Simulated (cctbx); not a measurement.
## CeCdCu2Te4 across an absorption edge

Space group I-42m (no. 121), a = 6.3310 Å, b = 6.3310 Å, c = 12.7950 Å, α = 90.00°, β = 90.00°, γ = 90.00°.

| atom | mult. | x | y | z | Ueq (Å²) |
| --- | --- | --- | --- | --- | --- |
| Ce1 | 2 | 1/2 | 1/2 | 0 | 0.0101 |
| Te1 | 8 | 0.2472 | 0.2472 | 0.3570 | 0.0100 |
| Cd1 | 2 | 0 | 0 | 0 | 0.0104 |
| Cu1 | 4 | 1/2 | 0 | 1/4 | 0.0110 |

The model is made up (kin elements in a known structure type, no relaxation), so it says nothing on whether the phase exists.

Calculated with cctbx: free-atom f′ and f″ from the Sasaki tables, no fine structure; amplitudes in electrons.

How do |F(hkl)| and |F(−h−k−l)| change across the Cd K edge?

```text
E (eV)    f'(Cd)   f''           |F|1 1 0        |F|0 1 1        |F|1 1 2        |F|2 1 3
  26111   -3.33   0.58       75.5/  75.5     25.2/  25.2    438.8/ 437.3     23.8/  23.4
  26461   -4.12   0.57       73.9/  73.9     26.7/  26.7    437.5/ 435.9     25.2/  24.8
  26591   -4.79   0.56       72.5/  72.5     28.0/  28.0    436.5/ 435.0     26.4/  26.1
  26651   -5.43   0.56       71.3/  71.3     29.3/  29.3    435.7/ 434.1     27.6/  27.3
  26681   -6.07   0.56       70.0/  70.0     30.5/  30.5    434.9/ 433.2     28.8/  28.5
  26696   -6.69   0.56       68.8/  68.8     31.7/  31.7    434.1/ 432.5     30.0/  29.7
  26703   -7.20   0.56       67.8/  67.8     32.8/  32.8    433.5/ 431.8     30.9/  30.7
  26707   -7.80   0.56       66.6/  66.6     33.9/  33.9    432.7/ 431.0     32.1/  31.8
  26715   -8.69   3.60       65.2/  65.2     36.0/  36.0    436.5/ 425.3     33.2/  34.6
  26719   -7.80   3.60       67.0/  67.0     34.2/  34.2    437.5/ 426.4     31.5/  33.0
  26726   -6.93   3.60       68.7/  68.7     32.5/  32.5    438.5/ 427.5     29.8/  31.3
  26741   -6.18   3.59       70.1/  70.1     31.0/  31.0    439.4/ 428.5     28.4/  30.0
  26771   -5.46   3.59       71.6/  71.6     29.6/  29.6    440.2/ 429.4     27.0/  28.6
  26861   -4.53   3.57       73.4/  73.4     27.8/  27.8    441.2/ 430.5     25.2/  26.9
  27111   -3.53   3.51       75.3/  75.3     25.8/  25.8    442.0/ 431.6     23.2/  25.0
```

The edge is at 26711 eV. f′ of Cd falls from -4.8 e at 26591 eV to -7.8 e at 4 eV below it, and f″ steps from 0.56 to 3.60 e across it. Over that approach |F| changes by -8 % (1 1 0), +21 % (0 1 1), -1 % (1 1 2) and +22 % (2 1 3): a reflection falls where Cd scatters in phase with the total and rises where it scatters against it; it hardly moves where the Cd term is small or cancels by symmetry or lies in quadrature to the total. The f″ term interferes with the normal scattering with opposite sign for the two Friedel mates. The largest Friedel difference in the scan is 7.5 % of the mean (2 1 3, at 27111 eV).

[Logs are printed without paths, hosts, clocks, repeated set-up lines and the standing remarks that a program may print on its own settings, such as how far it seeks lower states.]
